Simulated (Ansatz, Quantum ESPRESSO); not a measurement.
# H-SiC-H chair, 1 layer: the dipole at a withheld member of a series

Method. Quantum ESPRESSO 7.5, PBE, GBRV ultrasoft. Cell and atoms are relaxed without a field with a D3(BJ) correction and then held. Sawtooth field with dipole correction, 17 Å of vacuum in the starting cell, Fermi-Dirac smearing of 0.002 Ry; bands along a path at each field. The series steps the field along the normal.

```
field along the normal  dipole (e Å)
                 0 V/Å       −0.0820
              0.05 V/Å       −0.0741
               0.1 V/Å       −0.0662
               0.2 V/Å       −0.0504
               0.3 V/Å       −0.0345
```

One more run was made and is withheld. What is the dipole at 0.4 V/Å?

**Fit.** The rows at 0.2 V/Å and 0.3 V/Å give a slope of (−0.0345 − (−0.0504))/(0.3 − (0.2)) = 0.159, so a straight line gives −0.0186 e Å. A parabola through these and the row at 0.1 V/Å gives −0.0185 e Å.

**The withheld run.** −0.0187 e Å. The line misses by +0.0001 and the parabola by +0.0002 e Å. Both misses are under 5 % of the step from the nearer row.

**Limits.** Ions are held; semilocal gaps are too small; in strong fields empty levels can belong to the vacuum; one stacking. Members without a usable value, or on the other side of zero field or charge, are not listed.

[Logs are printed without paths, hosts, clocks, repeated set-up lines and the standing remarks that a program may print on its own settings, such as how far it seeks lower states.]
